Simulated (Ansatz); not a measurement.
# Na3Y (built on the sites of a database entry of Li3Bi): a soft mode frozen in

Aim: this structure of Na3Y (built on the sites of a database entry of Li3Bi) is to be tested for unstable modes, and one is followed downhill.

Calculated with Ansatz 0.2.0; DFT PBEsol, scalar-relativistic, plane waves, PAW.

Report form: the programs' logs are mostly left out.

The structure was built from a prototype and need not be the compound's stable phase.

### Step 1. Set-up

Symmetry: Fm-3m, No. 225, cubic system. The conventional cell has a = 8.118 Å, b = 8.118 Å, c = 8.118 Å, α = 90.00°, β = 90.00°, γ = 90.00°. Na has 4 Y at 3.52 Å and 4 Na at 3.52 Å nearest. Na has 8 Na at 3.52 Å nearest. Y has 8 Na at 3.52 Å nearest. Farther neighbours are not listed.

### Step 2. Phonons on a q mesh

The cell comes from relaxations at this level that are not shown. Stability and thermal properties need the whole zone. Linear response on a 2×2×2 q mesh gives force constants as far as a supercell of that size would.

input.yaml

```yaml
crystal:
  lattice:
    - [0.0, 4.0589774831, 4.0589774831]
    - [4.0589774831, 0.0, 4.0589774831]
    - [4.0589774831, 4.0589774831, 0.0]
  atoms:
    - { symbol: Na, position: [0.75, 0.75, 0.75] }
    - { symbol: Na, position: [0.5, 0.5, 0.5] }
    - { symbol: Na, position: [0.25, 0.25, 0.25] }
    - { symbol: "Y", position: [0.0, 0.0, 0.0] }
kpoints:
  mp_grid: { grid: [8, 8, 8] }
hamiltonian:
  xc: pbesol
scf:
  occupations: { method: methfessel_paxton, width: 0.15 }
output:
  eigenvalues: true
phonons:
  method: dfpt
  qmesh: [2, 2, 2]
  temperatures: { t_max: 1000, t_step: 50 }
  qpath:
    path:
      - [[0.0, 0.0, 0.0], [0.5, 0.0, 0.5], [0.625, 0.25, 0.625]]
      - [[0.375, 0.375, 0.75], [0.0, 0.0, 0.0], [0.5, 0.5, 0.5], [0.5, 0.25, 0.75], [0.5, 0.0, 0.5]]
    npoints: 10
```

On the command line:

```bash
$ ansatz run input.yaml --threads 4 --pin off --max-ram 7168MiB --backend cpu --events-out ev --progress --plain --runs-dir out
```

It took 1.7 min on 4 threads of Arm Neoverse V1, shared host; peak memory 1.3 GiB.

This step gave:

```yaml
volume_per_atom: 33.44 Å³
gap_on_the_k_mesh: 0 eV
sum_rule_residual_before_enforcement: 4.77e-5 eV/Å²
lowest_frequency_on_the_path: -14.72 cm⁻¹
point_group: m-3m
highest_frequency_on_the_path_or_at_a_solved_wavevector: 158.2 cm⁻¹
highest_optical_mode_at_the_zone_centre_no_lo_to_term: 154.3 cm⁻¹
lowest_optical_zone_centre_mode: 113.3 cm⁻¹
lowest_mode_on_the_q_mesh_acoustic_modes_at_gamma_apart: -14.72 cm⁻¹
```

Frequencies (cm⁻¹) solved at each irreducible wavevector; negative means imaginary. Frequencies by wavevector, by row:

```csv
q in reciprocal lattice units,star,mode 1,mode 2,mode 3,mode 4,mode 10,mode 11,mode 12
0 0 0,1,0,0,0,113.3,154.3,154.3,154.3
0 0 -0.5,4,37.5,37.5,40.8,88.9,145.5,146.3,146.3
0 -0.5 -0.5,3,-14.7,-14.7,57.6,100,130.4,158.2,158.2
```

Interpolated from a 2×2×2 q mesh. Phonon branches along the path, in cm⁻¹:

```
    point  branch 1  branch 2  branch 3  branch 4  branch 9  branch 10  branch 11  branch 12
        Γ         0         0         0       113       132        154        154        154
  halfway        33        33        48        90       143        145        150        150
        X       -15       -15        58       100       129        130        158        158
  halfway       -13         5        55        97       132        134        156        158
        U        -5        22        48        93       140        141        149        157
jump to K        -5        22        48        93       140        141        149        157
  halfway        15        36        46        92       143        148        148        154
        Γ         0         0         0       113       132        154        154        154
  halfway        25        25        46        97       139        147        152        152
        L        38        38        41        89       146        146        146        146
  halfway        23        33        39        94       140        141        152        152
        W        11        37        37        89       147        147        148        148
  halfway        -8        15        52        94       135        137        155        156
        X       -15       -15        58       100       129        130        158        158
```

Symmetry leaves 3 wavevectors to solve. The lowest mode among them, the acoustic zeros apart, lies at q = (0, -0.5, -0.5) and is imaginary, 14.7i cm⁻¹, so the energy falls along it.

### Step 3. The mode frozen in, largest atomic shift 0 Å

The mode followed lies at q = (0, -0.5, -0.5) with frequency 14.7i cm⁻¹ and is 2-fold degenerate, the softest among the wavevectors solved. At small amplitude the distorted cell has space group no. 59 by a symmetry search on the positions. The undistorted cell that holds it gives the zero of energy on the same k mesh.

System of this step: Na3Y (built on the sites of a database entry of Li3Bi). The structure is cubic, space group Fm-3m (No. 225). The conventional cell has a = 8.118 Å, b = 8.118 Å, c = 8.118 Å, α = 90.00°, β = 90.00°, γ = 90.00°. Nearest to Na lie 4 Na at 3.52 Å and 4 Y at 3.52 Å. Na has 8 Na at 3.52 Å nearest. Y has 8 Na at 3.52 Å nearest. Farther neighbours are not listed.

input.yaml

```yaml
crystal:
  lattice:
    - [0.0, -4.0589774831, -4.0589774831]
    - [0.0, 4.0589774831, -4.0589774831]
    - [8.1179549662, 0.0, 0.0]
  atoms:
    - { symbol: Na, position: [1.0, 0.5, 0.25] }
    - { symbol: Na, position: [0.5, 0.0, 0.75] }
    - { symbol: Na, position: [0.5, 0.5, 0.0] }
    - { symbol: Na, position: [0.0, 0.0, 0.5] }
    - { symbol: Na, position: [0.0, 0.5, 0.75] }
    - { symbol: Na, position: [0.5, 0.0, 0.25] }
    - { symbol: "Y", position: [0.5, 0.5, 0.5] }
    - { symbol: "Y", position: [0.0, 1.0, 0.0] }
kpoints:
  mp_grid: { grid: [6, 6, 4] }
hamiltonian:
  xc: pbesol
scf:
  occupations: { method: methfessel_paxton, width: 0.15 }
output:
  forces: true
  stress: true
  eigenvalues: true
```

Elapsed: 4 s, on 4 threads; peak memory 0.73 GiB.

Numbers from this step:

| Property | Result |
| --- | --- |
| pressure | 0.01581 GPa |
| energy from the undistorted cell | 0 meV/atom |

The run ends at a pressure of 0.02 GPa.

### Step 4. The mode frozen in, largest atomic shift 0.22 Å

The atoms are moved along the unstable eigenvector, the largest shift by 0.22 Å, with the cell fixed.

input.yaml, the sections that differ from step 3:

```yaml
crystal:
  lattice:
    - [0.0, -4.0589774831, -4.0589774831]
    - [0.0, 4.0589774831, -4.0589774831]
    - [8.1179549662, 0.0, 0.0]
  atoms:
    - { symbol: Na, position: [1.0310687158, 0.5, 0.25] }
    - { symbol: Na, position: [0.4689312842, 0.0, 0.75] }
    - { symbol: Na, position: [0.5172861899, 0.5, 0.0] }
    - { symbol: Na, position: [-0.0172861899, 0.0, 0.5] }
    - { symbol: Na, position: [0.0310687158, 0.5, 0.75] }
    - { symbol: Na, position: [0.4689312842, 0.0, 0.25] }
    - { symbol: "Y", position: [0.5383257834, 0.5, 0.5] }
    - { symbol: "Y", position: [-0.0383257834, 1.0, 0.0] }
# kpoints, hamiltonian, scf, output: as in step 3
```

Wall time 6.3 s (4 threads); peak memory 0.83 GiB.

Numbers from this step:

- pressure: -0.001177 GPa
- energy from the undistorted cell: -0.231 meV/atom

The energy, extrapolated to zero smearing, is -0.23 meV/atom against the undistorted cell.

The run ends at a pressure of 0.00 GPa, with forces up to 0.013 eV/Å.

### Step 5. Energy along the mode, all amplitudes (two of the runs are shown above)

An imaginary frequency means negative curvature, so the energy should fall and then rise again as anharmonic terms take over.

Numbers from this step:

```
depth at the lowest point sampled  : 0.231 meV/atom
largest atomic shift at that point : 0.22 Å
```

The energy from the parent by largest atomic shift:

```
largest atomic shift (Å)  energy from the parent (meV/atom)
                   0.000                                  0
                   0.040                             -0.017
                   0.080                             -0.064
                   0.140                             -0.164
                   0.220                             -0.231
                   0.320                              0.191
                   0.450                               2.77
                   0.600                               11.3
```

Displacement at unit largest shift by atom:

| atom | x (Å) | y (Å) | z (Å) | size |
| --- | --- | --- | --- | --- |
| Na1 | 0.000 | -0.573 | -0.573 | 0.810 |
| Na2 | 0.000 | 0.573 | 0.573 | 0.810 |
| Na3 | 0.000 | -0.319 | -0.319 | 0.451 |
| Na4 | 0.000 | 0.319 | 0.319 | 0.451 |
| Na5 | 0.000 | -0.573 | -0.573 | 0.810 |
| Na6 | 0.000 | 0.573 | 0.573 | 0.810 |
| Y7 | 0.000 | -0.707 | -0.707 | 1.000 |
| Y8 | 0.000 | 0.707 | 0.707 | 1.000 |

The lowest of the steps tried is at 0.22 Å, 0.231 meV/atom below the parent; the bottom of the well need not coincide with a step.

### Step 6. Relaxing from the distorted cell

Starting from the lowest point found, all atoms and the cell are let go, so that strain and other modes of the same symmetry can join in.

Edit input.yaml of step 4 so:

```diff
@@ -24 +24,6 @@
   eigenvalues: true
+relax:
+  adjacent_minimum: "off"
+  f_tol: 0.002
+  max_steps: 120
+  cell: { stress_tol: 0.03 }
```

Run time: 2 min. Hardware: 4 threads; peak memory 0.87 GiB; 7.9 min of CPU time.

The steps of the relaxation:

```csv
step,energy less that of the first step (eV),largest force component (eV/Å),pressure (GPa),volume (Å³)
1,0.0000,0.0125,0.00,267.49
2,-0.0011,0.0042,0.00,267.49
3,-0.0057,0.0133,-0.01,267.24
4,-0.0575,0.0649,0.00,265.71
5,-0.2050,0.0774,0.03,263.87
6,-0.3349,0.0279,0.14,260.48
7,-0.1601,0.1675,-0.23,268.41
8,-0.3419,0.0079,-0.04,262.96
9,-0.3422,0.0024,0.01,262.19
10,-0.3423,0.0032,0.00,262.44
11,-0.3423,0.0003,0.00,262.41
12*,-0.3522,0.0003,0.08,262.41
13,-0.3539,0.0019,0.02,263.50
14,-0.3543,0.0002,0.01,263.73
15*,-0.3543,0.0002,0.01,263.73
```

Relaxation steps marked * repeat the geometry before them on a plane-wave basis chosen anew for their cell, so energy and pressure can jump there. Relaxation step 7 was tried and not accepted.

The run keeps the 8 symmetry operations that it works with, so distortions that break them were not tested.

```
     cell as run  before  after   change
           a (Å)   5.740  6.716  +17.0 %
           b (Å)   5.740  5.724   -0.3 %
           c (Å)   8.118  6.860  -15.5 %
volume (Å³/atom)   33.44  32.97   -1.4 %
```

The atoms that moved most (Å, as changes of fractional coordinates times the final cell):

| atom | dx | dy | dz | length |
| --- | --- | --- | --- | --- |
| Y8 | 0.000 | 0.508 | 0.508 | 0.719 |
| Y7 | 0.000 | -0.508 | -0.508 | 0.719 |
| Na1 | -0.024 | -0.370 | -0.370 | 0.524 |
| Na6 | 0.024 | 0.370 | 0.370 | 0.524 |
| Na5 | 0.024 | -0.370 | -0.370 | 0.524 |
| Na2 | -0.024 | 0.370 | 0.370 | 0.524 |
| Na4 | 0.000 | 0.222 | 0.222 | 0.313 |
| Na3 | 0.000 | -0.222 | -0.222 | 0.313 |

Numbers from this step:

| Property | Result |
| --- | --- |
| pressure | 0.007891 GPa |
| volume per atom | 32.97 Å³ |

The distorted start has space group Pmmn; the relaxation ends in Pmmn.

### Step 7. The new phase in its own primitive cell

The relaxed structure is symmetrised, reduced to its primitive cell and relaxed tightly, as its phonons need.

input.yaml

```yaml
crystal:
  lattice:
    - [5.7242534248, 0.0, 0.0]
    - [0.0, 6.8601072877, 0.0]
    - [0.0, 0.0, 6.7159114777]
  atoms:
    - { symbol: Na, position: [0.5, 0.7535207372, 0.8589929614] }
    - { symbol: Na, position: [0.0, 0.2535207372, 0.1410070386] }
    - { symbol: Na, position: [0.5, 0.0, 0.3139407019] }
    - { symbol: Na, position: [0.0, 0.5, 0.6860592981] }
    - { symbol: Na, position: [0.5, 0.2464792628, 0.8589929614] }
    - { symbol: Na, position: [0.0, 0.7464792628, 0.1410070386] }
    - { symbol: "Y", position: [0.5, 0.5, 0.3953825083] }
    - { symbol: "Y", position: [0.0, 0.0, 0.6046174917] }
kpoints:
  mp_grid: { grid: [6, 6, 6] }
hamiltonian:
  xc: pbesol
scf:
  occupations: { method: methfessel_paxton, width: 0.15 }
output:
  forces: true
  stress: true
  eigenvalues: true
relax:
  adjacent_minimum: "off"
  f_tol: 0.001
  max_steps: 60
  cell: { stress_tol: 0.01 }
```

Wall time 91 s (4 threads); peak memory 0.96 GiB; 5.9 min of CPU time.

Relaxation path:

| step | energy less that of the first step (eV) | largest force component (eV/Å) | pressure (GPa) | volume (Å³) |
| --- | --- | --- | --- | --- |
| 1 | 0.0000 | 0.0045 | -0.01 | 263.73 |
| 2 | -0.0006 | 0.0068 | 0.00 | 263.63 |
| 3 | -0.0010 | 0.0230 | 0.01 | 263.59 |
| 4 | -0.0012 | 0.0133 | -0.01 | 263.67 |
| 5 | -0.0013 | 0.0026 | 0.02 | 263.36 |
| 6 | -0.0012 | 0.0047 | -0.04 | 264.34 |
| 7 | -0.0014 | 0.0004 | 0.00 | 263.59 |
| 8 | -0.0014 | 0.0002 | 0.00 | 263.63 |
| 9* | -0.0014 | 0.0002 | 0.00 | 263.63 |

Relaxation steps marked * repeat the geometry before them on a plane-wave basis chosen anew for their cell, so energy and pressure can jump there. Relaxation step 6 was tried and not accepted.

The run keeps the 8 symmetry operations that it works with, so distortions that break them were not tested.

| conventional cell, symmetrised | before | after | change |
| --- | --- | --- | --- |
| a (Å) | 5.724 | 5.718 | -0.1 % |
| b (Å) | 6.860 | 6.812 | -0.7 % |
| c (Å) | 6.716 | 6.769 | +0.8 % |
| volume (Å³/atom) | 32.97 | 32.95 | -0.0 % |

The atoms that moved most (Å, as changes of fractional coordinates times the final cell):

| atom | dx | dy | dz | length |
| --- | --- | --- | --- | --- |
| Y7 | 0.000 | 0.000 | 0.021 | 0.021 |
| Y8 | 0.000 | 0.000 | -0.021 | 0.021 |
| Na4 | 0.000 | 0.000 | 0.010 | 0.010 |
| Na3 | 0.000 | 0.000 | -0.010 | 0.010 |

Numbers from this step:

```
pressure        : -3.34e-4 GPa
volume per atom : 32.95 Å³
```

The largest force component left is 0.20 meV/Å and the pressure is 0.000 GPa, within the tolerances set. The cell now holds 32.95 Å³/atom.

### Step 8. Modes of the new phase, k-mesh 6×6×6

A relaxed structure may still be a saddle point, so its zone-centre modes are computed. No field response is asked, since the mesh shows no gap.

input.yaml

```yaml
crystal:
  lattice:
    - [5.7180840231, 0.0, 0.0]
    - [0.0, 6.8117534029, 0.0]
    - [0.0, 0.0, 6.768509385]
  atoms:
    - { symbol: Na, position: [0.5, 0.7536300137, 0.8595874664] }
    - { symbol: Na, position: [0.0, 0.2536300137, 0.1404125336] }
    - { symbol: Na, position: [0.5, 0.0, 0.3124024029] }
    - { symbol: Na, position: [0.0, 0.5, 0.6875975971] }
    - { symbol: Na, position: [0.5, 0.2463699863, 0.8595874664] }
    - { symbol: Na, position: [0.0, 0.7463699863, 0.1404125336] }
    - { symbol: "Y", position: [0.5, 0.5, 0.3984834194] }
    - { symbol: "Y", position: [0.0, 0.0, 0.6015165806] }
kpoints:
  mp_grid: { grid: [6, 6, 6] }
hamiltonian:
  xc: pbesol
scf:
  occupations: { method: methfessel_paxton, width: 0.15 }
output:
  eigenvalues: true
phonons:
  method: dfpt
```

The job ended after 4.8 min (4 threads; peak memory 2.9 GiB; 19 min of CPU time).

Numbers from this step:

| Quantity | Value |
| --- | --- |
| sum-rule residual before enforcement | 4.06e-5 eV/Å² |
| point group | mmm |
| highest optical mode at the zone centre (no LO-TO term) | 170.6 cm⁻¹ |
| lowest optical zone-centre mode | -51.15 cm⁻¹ |

Patterns of degenerate modes are one choice out of their space. The modes at Γ (shares of kinetic energy by element, %) (negative means imaginary):

| mode | frequency (cm⁻¹) | symmetry | Na % | Y % |
| --- | --- | --- | --- | --- |
| 1 | -51.1 | B3g | 20 | 80 |
| 2 | 0.0 | acoustic | 44 | 56 |
| 3 | 0.0 | acoustic | 44 | 56 |
| 4 | 0.0 | acoustic | 44 | 56 |
| 5 | 31.5 | B2g | 9 | 91 |
| 6 | 56.5 | B3g | 97 | 3 |
| 7 | 74.7 | Ag | 12 | 88 |
| 8 | 76.3 | B2u | 85 | 15 |
| 9 | 91.3 | Au | 100 | 0 |
| 10 | 99.8 | Ag | 98 | 2 |
| 11 | 108.2 | B1u | 73 | 27 |
| 12 | 114.1 | B3u | 64 | 36 |
| 13 | 116.1 | B2u | 87 | 13 |
| 14 | 121.1 | B2g | 97 | 3 |
| 15 | 125.6 | B1u | 84 | 16 |
| 16 | 131.7 | B3g | 98 | 2 |
| 17 | 136.1 | Ag | 97 | 3 |
| 18 | 146.0 | B1g | 100 | 0 |
| 19 | 155.7 | B3u | 92 | 8 |
| 20 | 162.7 | Ag | 93 | 7 |
| 21 | 165.4 | B3g | 85 | 15 |
| 22 | 167.3 | B1u | 99 | 1 |
| 23 | 169.5 | B2g | 94 | 6 |
| 24 | 170.6 | B2u | 85 | 15 |

Displacements in mode 1 (-51.1 cm⁻¹), the largest set to 1:
```
Na1  0.00 -0.20  0.32
Na2  0.00  0.20  0.32
Na3  0.00  0.82  0.00
Na4  0.00 -0.82  0.00
Na5  0.00 -0.20 -0.32
Na6  0.00  0.20 -0.32
Y7   0.00  1.00  0.00
Y8   0.00 -1.00  0.00
```

Displacements in mode 16 (131.7 cm⁻¹), the largest set to 1:
```
Na1  0.00  0.21  1.00
Na2  0.00 -0.21  1.00
Na3  0.00 -0.17  0.00
Na4  0.00  0.17  0.00
Na5  0.00  0.21 -1.00
Na6  0.00 -0.21 -1.00
Y7   0.00 -0.11  0.00
Y8   0.00  0.11  0.00
```

Before it was imposed, the acoustic sum rule was missed by 4.1e-5 eV/Å². Small misses are needed for a sound result but don't prove that mesh and cutoff are converged. The lowest optical mode is imaginary, 51.1i cm⁻¹, so the energy falls along it.

### Step 9. Results

- unstable mode of the parent: q = (0, -0.5, -0.5), 15i cm⁻¹
- depth at the lowest point sampled: 0.231 meV/atom
- largest atomic shift at that point: 0.22 Å
- space group reached (within 0.01 Å): Pmmn
- energy gained over the parent (first relaxation, on the mesh of the frozen mode): 44.6 meV/atom
- volume per atom, phase reached: 33.0 Å³
- lowest optical zone-centre mode, phase reached: -51.1 cm⁻¹
- highest optical mode at the zone centre (no LO-TO term), phase reached: 171 cm⁻¹

**Reading.** Along this mode the structure falls into Pmmn, 44.6 meV/atom below the parent. At the parent's cell the well is 0.231 meV/atom deep on the steps tried, with its lowest point at a shift of 0.22 Å. Relaxing atoms and cell changes the gain by +44.40 meV/atom against the lowest step (energies at zero smearing). Most of the total comes from this relaxation. The new phase still has an imaginary mode at the zone centre of its cell, so it is a saddle point on the way to a lower structure. How so shallow a well moves with the k mesh was not tested. Of the 3 patterns followed to their end from this parent, this one ends 94.9 meV/atom above the lowest, Pmmm. Each path keeps the symmetry of its pattern, so a lower phase may lie along a pattern not tried. With no gap, or one that is small against the smearing, the frequencies hang on the k mesh and the smearing, most of all near Kohn anomalies. The starting cell was built on a prototype and not taken from a measurement, so the phase need not exist.

[Logs are printed without paths, hosts, clocks, repeated set-up lines and the standing remarks that a program may print on its own settings, such as how far it seeks lower states.]

[Hosts, paths, dates, database ids (printed as entryN), source tags and the programs' standing remarks are cut or masked in the printed files.]
